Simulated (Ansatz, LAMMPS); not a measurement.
# Relaxing a frame of liquid mixture of formic acid and H2O from 300 K (126 atoms)

How does a frame of liquid mixture of formic acid and H2O from 300 K (126 atoms) relax, and what do bonds, charges and levels look like afterwards?

Main program and level: Ansatz 0.2.0; Kohn-Sham DFT, RPBE+D3(BJ), PAW (set soft_2), plane waves.

## (1) Set-up

The cell holds 126 atoms: 49 O, 21 C and 56 H. Its edges and angles: a = 11.510 Å, b = 11.510 Å, c = 11.510 Å, α = 90.0°, β = 90.0°, γ = 90.0°. 21 formic acid, 7 H2O placed at random, at 1.19 g/cm³; overlaps pushed apart, then 10 ps at 450 K with MMFF94 bonds, angles, torsions, charges and radii (Halgren, J. Comput. Chem. 17, 490 (1996)) in harmonic and 12-6 forms; SPC/E water (Berendsen, Grigera and Straatsma, J. Phys. Chem. 91, 6269 (1987)). Snapshot after 20 ps at 300 K and fixed volume.

What the set-up can't give: The network of contacts between molecules at the start is that of the classical potential that made the cell. The density was typed from a rule of thumb and may lie off the real one at this temperature. Sampling is at Γ alone, for a cell whose shortest periodic width is 12 Å.

## (2) The classical run that made the cell

A classical potential supplies the starting structure, since it reaches far longer times than DFT.

This step: classical MD, MMFF94 bonds, angles, torsions, charges and radii (Halgren, J. Comput. Chem. 17, 490 (1996)) in harmonic and 12-6 forms; SPC/E water (Berendsen, Grigera and Straatsma, J. Phys. Chem. 91, 6269 (1987)) (LAMMPS 22 Jul 2025 - Update 4).

Input file in.lmp:

```
# liquid mixture of formic acid and H2O
units real
atom_style full
boundary p p p
bond_style harmonic
angle_style harmonic
dihedral_style opls
improper_style harmonic
special_bonds lj 0 0 0.5 coul 0 0 0.75
read_data data.lmp
neigh_modify delay 0 every 1 check yes one 4000
comm_modify cutoff 12.0
timestep 0.5
thermo_style custom step time temp pe press density
thermo_modify norm yes
# push overlapping molecules apart
pair_style soft 2.6
pair_coeff * * 0.0
variable a equal ramp(1,60)
fix ad all adapt 1 pair soft a * * v_a
velocity all create 450 566689 mom yes dist gaussian
fix lim all nve/limit 0.03
fix lan all langevin 450 450 50 566690 zero yes
thermo 1000
run 3000 post no
unfix ad
pair_style lj/cut/coul/long 9.0
pair_modify mix arithmetic tail yes
pair_coeff 1 1 0.0763 3.0430   # O
pair_coeff 2 2 0.0678 3.4070   # C
pair_coeff 3 3 0.0763 2.9870   # O
pair_coeff 4 4 0.0100 1.2000   # H
pair_coeff 5 5 0.0216 2.5400   # H
pair_coeff 6 6 0.1553 3.1660   # O
# [... 20 lines left out ...]
compute msd all msd com yes
thermo 5000
fix md all nvt temp 300 300 100
run 20000 post no
print "== T300: mean square displacement over the hold $(c_msd[4]:%.2f) A^2"
unfix md
uncompute msd
write_dump all custom T300.dump id type xs ys zs modify sort id
```

The run is started by

```
> lmp -in in.lmp -log none -nocite
```

Numbers of over 12 decimals in the logs are rounded to 6 here.

The program printed:

```text
LAMMPS (22 Jul 2025 - Update 4)
Reading data file ...
  orthogonal box = (0 0 0) to (11.50955 11.50955 11.50955)
  126 atoms
  orthogonal box = (0 0 0) to (11.50955 11.50955 11.50955)
  98 bonds
  91 angles
  42 dihedrals
  21 impropers
   Step          Time           Temp          PotEng         Press         Density
         0   0              450            0.60070158     16002.702      1.1900005
      1000   500            474.56616      1.1661588      24364.589      1.1900005
      2000   1000           439.70391      1.2473808      18956.276      1.1900005
      3000   1500           469.15193      1.3098972      17690.453      1.1900005
Loop time of 0.159818 s on 1 MPI rank(s) for 3000 steps with 126 atoms
PPPM initialization ...
  G vector (1/distance) = 0.3106794
  grid = 8 8 8
  estimated relative force accuracy = 3.263663e-05
   Step          Time           Temp          PotEng         Press         Density
[... 14 lines left out ...]
      2000   1000           499.67379     -5.9387989     -1848.6121      1.1900005
Loop time of 0.732613 s on 1 MPI rank(s) for 2000 steps with 126 atoms
   Step          Time           Temp          PotEng         Press         Density
      2000   1000           529.31545     -6.0457383     -7656.5863      1.1900005
[... 5 lines left out ...]
Loop time of 3.88233 s on 1 MPI rank(s) for 10000 steps with 126 atoms
   Step          Time           Temp          PotEng         Press         Density
[... 4 lines left out ...]
Loop time of 1.91143 s on 1 MPI rank(s) for 5000 steps with 126 atoms
   Step          Time           Temp          PotEng         Press         Density
[... 2 lines left out ...]
     25000   24000          261.61206     -6.4610409      4790.4841      1.1900005
     30000   29000          328.67119     -6.4680809      3688.0545      1.1900005
     35000   34000          306.87538     -6.5855917      4046.7217      1.1900005
     37000   36000          340.56579     -6.5823466     -1205.4975      1.1900005
Loop time of 7.55662 s on 1 MPI rank(s) for 20000 steps with 126 atoms
== T300: mean square displacement over the hold 9.90 A^2
```

It took 15 s on 1 thread of Arm Neoverse V2, shared host; peak memory 0.12 GiB.

The input also reads data.lmp (atoms, bonds and types; not printed here).

## (3) Single point at the start

The forces at the start show how far the geometry lies from a minimum of this functional.

Input file input.yaml:

```yaml
crystal:
  lattice:
    - [11.50955, 0.0, 0.0]
    - [0.0, 11.50955, 0.0]
    - [0.0, 0.0, 11.50955]
  atoms:
    - { symbol: O, position: [0.44453, 0.3784, 0.95896] }
    - { symbol: C, position: [0.5491, 0.34249, 0.9142] }
    - { symbol: O, position: [0.56116, 0.32146, 0.80902] }
    - { symbol: H, position: [0.38777, 0.38402, 0.89679] }
    - { symbol: H, position: [0.60426, 0.3192, 0.98138] }
    - { symbol: O, position: [0.73767, 0.82221, 0.81046] }
    - { symbol: C, position: [0.83532, 0.78114, 0.858] }
    - { symbol: O, position: [0.86451, 0.67894, 0.8444] }
    - { symbol: H, position: [0.6939, 0.75268, 0.7755] }
    - { symbol: H, position: [0.87599, 0.84361, 0.92384] }
    - { symbol: O, position: [0.32735, 0.01534, 0.05507] }
    - { symbol: C, position: [0.39555, 0.06248, 0.97352] }
    - { symbol: O, position: [0.47092, 0.00494, 0.92653] }
    - { symbol: H, position: [0.35177, 0.93651, 0.06013] }
    - { symbol: H, position: [0.36942, 0.14988, 0.95049] }
    - { symbol: O, position: [0.89566, 0.40773, 0.91104] }
    - { symbol: C, position: [0.01253, 0.4364, 0.90797] }
    - { symbol: O, position: [0.08433, 0.40814, 0.83623] }
    - { symbol: H, position: [0.88124, 0.36247, 0.84328] }
    - { symbol: H, position: [0.03229, 0.48164, 0.98816] }
    - { symbol: O, position: [0.54097, 0.4997, 0.28241] }
    - { symbol: C, position: [0.46777, 0.45981, 0.36578] }
    - { symbol: O, position: [0.50978, 0.42035, 0.45696] }
    - { symbol: H, position: [0.62284, 0.50625, 0.31709] }
    - { symbol: H, position: [0.3825, 0.45311, 0.3261] }
    - { symbol: O, position: [0.15649, 0.23404, 0.11039] }
    - { symbol: C, position: [0.2322, 0.31479, 0.14064] }
    - { symbol: O, position: [0.20479, 0.41061, 0.17009] }
    - { symbol: H, position: [0.07282, 0.25778, 0.12075] }
    - { symbol: H, position: [0.32394, 0.28599, 0.13698] }
    - { symbol: O, position: [0.1952, 0.22402, 0.76678] }
    - { symbol: C, position: [0.20344, 0.22476, 0.65079] }
    [... 88 atom lines left out ...]
    - { symbol: O, position: [0.08475, 0.40631, 0.38441] }
    - { symbol: H, position: [0.11505, 0.38681, 0.30535] }
    - { symbol: H, position: [0.11704, 0.35028, 0.44244] }
    - { symbol: O, position: [0.74593, 0.48698, 0.39242] }
    - { symbol: H, position: [0.7745, 0.40913, 0.41835] }
    - { symbol: H, position: [0.79961, 0.54873, 0.42164] }
kpoints:
  mp_grid: { grid: [1, 1, 1] }
hamiltonian:
  xc: rpbe
  dispersion: d3bj
scf:
  occupations: { method: fermi_dirac, width: 0.025 }
output:
  forces: true
  stress: true
  populations: intrinsic
  dos:
    method: { smearing: { sigma: 0.15 } }
    de: 0.1
    projected: { site_lists: { C: [C], H: [H], O: [O] } }
  eigenvalues: true
```

The run is started by

```
> ansatz run input.yaml --threads 4 --pin off --max-ram 8192MiB --backend cpu --events-out ev --progress --plain --runs-dir out
```

The program printed:

```text
Engine: ansatz 0.2.0, aarch64-unknown-linux-gnu
Pseudopotentials: kind: paw
Pseudopotential: O, paw, valence charge 6, recommended cutoff 420 eV (normal), O.paw.azcp
Pseudopotential: C, paw, valence charge 4, recommended cutoff 420 eV (normal), C.paw.azcp
Pseudopotential: H, paw, valence charge 1, recommended cutoff 420 eV (normal), H.paw.azcp
Functional definition: RPBE
  parameter kappa = 0.804
  parameter beta = 0.066725
  exchange = rpbe_x(kappa = kappa, mu = beta*pi^2/3)
  correlation = pbe_c(beta = beta)
Crystal: 126 atoms, lattice volume = 1524.667 Å³
Basis set: ecut = 420 eV, 29711 PW (Γ), exchange–correlation on 160×160×160 points (8 copies of the dense FFT grid, shifted against one another)
Bands: 343, of which v1, the nominal top of the filled ones, is band 217 counted from 1 (216 counted from 0)
Symmetry: 1 space group operations
Space group: P1 (ITA 1), of the structure as read, at distance tolerance 1.2e-4 Å
k-points: 1
Non-local potential: O, projectors of the file, l = 0: 2, l = 1: 2, l = 2: 1
Non-local potential: C, projectors of the file, l = 0: 2, l = 1: 2, l = 2: 1
Non-local potential: H, projectors of the file, l = 0: 2, l = 1: 1
PAW form: soft (Blöchl's): semilocal exchange-correlation on the pseudo side does not see the compensation charge
PAW frozen core: O, regenerated for the run's functional, and the local potential with it (the file was generated under x = pbe(κ = 0.804, μ = 0.219515), c = pbe(β = 0.066725))
PAW frozen core: C, regenerated for the run's functional, and the local potential with it (the file was generated under x = pbe(κ = 0.804, μ = 0.219515), c = pbe(β = 0.066725))
PAW one-centre angular grid: O, 110 points (default); XC on 64 Gauss nodes
PAW one-centre angular grid: C, 110 points (default); XC on 64 Gauss nodes
PAW one-centre angular grid: H, 110 points (default); XC on 64 Gauss nodes
Initial density: superposition of atomic densities (neutral atoms: chi_scale 0, normalization atom), corrected by the library's trained network
Initial wavefunctions: pseudopotential atomic-orbital guess
Functional: x = rpbe, c = pbe(β = 0.066725)
SCF iter   1: F=—  HF=-34086.274935 eV  |F-HF|=—  |Δ(HF+E_count)|=         —  Δρ=5.20e-3  dr2=3.78e-1  ethr=1.77e-3  ⟨swp⟩=6.0  Hψ=1544  notcnv=0  defer=23
preconditioner: auto → Resta (q_TF=auto, 2.213 Å⁻¹)  ε∞=2.3  [insulator: Δε(μ)=3.981 eV  Ē_g=17.161 eV  σ=0.025 eV  W_gap=1.00  n_scr=256 (ndim 8)  ℏωp=19.8 eV  f_vac=0.299  D(μ)=0.00/eV (n_scr^D=0)  ε∞_Penn≈2.3]
SCF iter   2: F=—  HF=-34086.190655 eV  |F-HF|=—  |Δ(HF+E_count)|=   8.43e-2  Δρ=2.95e-3  dr2=9.91e-2  ethr=8.70e-5  ⟨swp⟩=2.0  Hψ=494  notcnv=0  defer=118
SCF iter   3: F=—  HF=-34086.170300 eV  |F-HF|=—  |Δ(HF+E_count)|=   2.04e-2  Δρ=1.39e-3  dr2=3.29e-2  ethr=2.28e-5  ⟨swp⟩=5.0  Hψ=441  notcnv=0  defer=118
SCF iter   4: F=—  HF=-34086.161106 eV  |F-HF|=—  |Δ(HF+E_count)|=   9.19e-3  Δρ=3.65e-4  dr2=2.22e-3  ethr=7.59e-6  ⟨swp⟩=12.0  Hψ=436  notcnv=0  defer=119
SCF iter   5: F=—  HF=-34086.160379 eV  |F-HF|=—  |Δ(HF+E_count)|=   7.27e-4  Δρ=1.98e-4  dr2=5.70e-4  ethr=5.11e-7  ⟨swp⟩=2.0  Hψ=606  notcnv=0  defer=119
SCF iter   6: F=—  HF=-34086.160184 eV  |F-HF|=—  |Δ(HF+E_count)|=   1.96e-4  Δρ=8.62e-5  dr2=1.11e-4  ethr=1.31e-7  ⟨swp⟩=2.0  Hψ=435  notcnv=0  defer=119
SCF iter   7: F=—  HF=-34086.160158 eV  |F-HF|=—  |Δ(HF+E_count)|=   2.57e-5  Δρ=4.03e-5  dr2=2.30e-5  ethr=2.56e-8  ⟨swp⟩=2.0  Hψ=425  notcnv=0  defer=119
SCF iter   8: F=—  HF=-34086.160337 eV  |F-HF|=—  |Δ(HF+E_count)|=   1.79e-4  Δρ=1.14e-5  dr2=1.73e-6  ethr=5.30e-9  ⟨swp⟩=2.0  Hψ=439  notcnv=0  defer=119
SCF iter   9: F=—  HF=-34086.160337 eV  |F-HF|=—  |Δ(HF+E_count)|=   2.63e-7  Δρ=5.38e-6  dr2=4.13e-7  ethr=3.98e-10  ⟨swp⟩=2.0  Hψ=437  notcnv=0  defer=119
SCF iter  10: F=-34086.160337 eV  HF=-34086.160337 eV  |F-HF|=6.42e-8  |Δ(HF+E_count)|=   1.07e-7  Δρ=2.11e-6  dr2=6.50e-8  ethr=2.30e-11  ⟨swp⟩=14.0  Hψ=2217  notcnv=0
SCF 1 converged in 10 iterations: F = -34086.160337 eV  dr2 = 6.50e-8
  greatest PAW one-centre occupation: 0.882 electrons in one spin orbital (limit 2), on the O atom at site 27 (counted from 0), in its partial waves of l = 0
SCF converged after 10 iterations
Free energy (F): -34086.160337 eV
Harris-Foulkes:  -34086.160337 eV  (|F-HF|=6.42e-8)
Internal energy: -34086.160337 eV  (E = F + TS)
E sigma→0 (E₀):  -34086.160337 eV
Fermi energy:    0.814369 eV
--- Per-component energies (eV) ---
  E_band       = -4100.787027
  E_kinetic    = 11229.692456
  E_local      = -37861.803272  (includes V_loc(G=0)·N_el)
  E_nonlocal   = 2977.054129
  E_hartree    = 13956.243016
  E_xc         = -5102.901693
  E_vxc        = -6448.255555  (∫ρ·V_xc dr)
  E_paw        = -9966.067936  (= ΣΔE_a)
  E_vpaw       = -1910.008575  (= ΣTr[D̂ρ^β])
  E_aug_tail   = 0.049542  (compensation charges beyond the density's cutoff)
  E_ewald      = -9303.110179
  E_disp       = -13.981133  (pairwise vdW)
  E_core_change = -1.335266  (= ΣΔE_core)
  E_smearing   = -0.000000  (= −TS)
  E_closure    = -0.000000  (closes the sum)
  Σ components = -34086.160337   (vs F -34086.160337, Δ=0.00e0)
--- Forces (eV/Å), atoms counted from 1 ---
  atom   1  O      1.79366675    -0.63013181     1.02086958
  atom   2  C     -3.64086028    -0.38744413    -3.15526985
  atom   3  O      0.46777323     0.48667938     1.99168486
  atom   4  H     -0.25176305     0.66128237    -0.80664559
  atom   5  H      1.96833632    -0.15828396     1.62470281
  atom   6  O     -0.40291902    -0.45479841    -0.71265055
  atom   7  C     -0.36353772    -0.83385152     1.01560876
  atom   8  O      0.54292022     0.48735631     0.20547944
  atom   9  H      0.56741964     0.54024162     0.37243617
  atom  10  H     -0.19071428    -0.77319760    -1.34139502
  atom  11  O     -0.89663671     1.88231230     0.21118852
  atom  12  C      0.00856318    -1.44564943    -0.20239146
  atom  13  O      0.45208671     0.54709309    -0.29710951
  atom  14  H      0.46108181    -1.84941075     0.39540207
[...]
atom 125  H     -0.36697100     1.38180613    -0.11088541
  atom 126  H     -0.34689527    -0.89332740    -0.25959059
  max |Σ_I F_I| component: 7.18e-5 eV/Å
--- Stress (GPa, compression-positive) ---
        1.238347       0.147383      -0.104934
        0.147383       0.336286       0.248176
       -0.104934       0.248176       0.480139
  P = ⅓ Tr σ = 0.6849 GPa (6.849 kbar)
--- Band table (eV) ---
  k-point 0: bands = ["-23.5415", "-23.4854", "-23.4121", "-23.3593", [... 327 levels ...], "10.7737", "10.8086", "10.8203", "10.8836", "10.9205", "10.9682", "11.0037", "11.0283", "11.0963", "11.1291", "11.1505", "11.2209"]
--- intrinsic populations: 126 sites ---
  site symbol       q [e]
     0      O      6.5073
     1      C      3.6292
     2      O      6.4414
[...]
125      H      0.6190
  spilling = 0.000000 (of n_electrons = 434.000000)
```

It took 18 s on 4 threads of Arm Neoverse V2, shared host; peak memory 1.7 GiB; 68 s of CPU time.

Numbers from this run:

```yaml
free_energy: -34086.1603 eV
free_energy_per_atom: -270.5251 eV/atom
scf_cycles: 10
pressure: 0.6849 GPa
r_m_s_force_component: 0.8987 eV/Å
longest_force: 4.833 eV/Å
fermi_energy: 0.8144 eV
spacing_of_highest_filled_and_lowest_empty_level: 3.657 eV
```

The r.m.s. force component of 0.90 eV/Å and the pressure of 0.68 GPa set the starting point.

Neighbours are counted within 1.21 Å (H-O), 1.34 Å (H-C), 1.73 Å (O-C).

Length of the force by element and coordination:

| element | coordination | atoms | mean length of the force (eV/Å) | spread | least | most |
| --- | --- | --- | --- | --- | --- | --- |
| C | all | 21 | 1.95 | 0.951 | 0.632 | 4.83 |
| H | all | 56 | 1.15 | 0.496 | 0.398 | 2.56 |
| O | all | 49 | 1.39 | 0.688 | 0.326 | 3.05 |
| O | 1 | 21 | 1.49 | 0.608 | 0.437 | 2.85 |
| O | 2 | 28 | 1.32 | 0.734 | 0.326 | 3.05 |

(Continued in part 2 of 3.)

[Logs are printed without paths, hosts, clocks, repeated set-up lines and the standing remarks that a program may print on its own settings, such as how far it seeks lower states.]

[Hosts, paths, dates, database ids (printed as entryN), source tags and the programs' standing remarks are cut or masked in the printed files.]

[The MMFF94 radii named for the starting cell were scaled by 0.96; in molecules described by MMFF94, hydrogen bound to N, O or S took a small fixed 12-6 site in their place.]
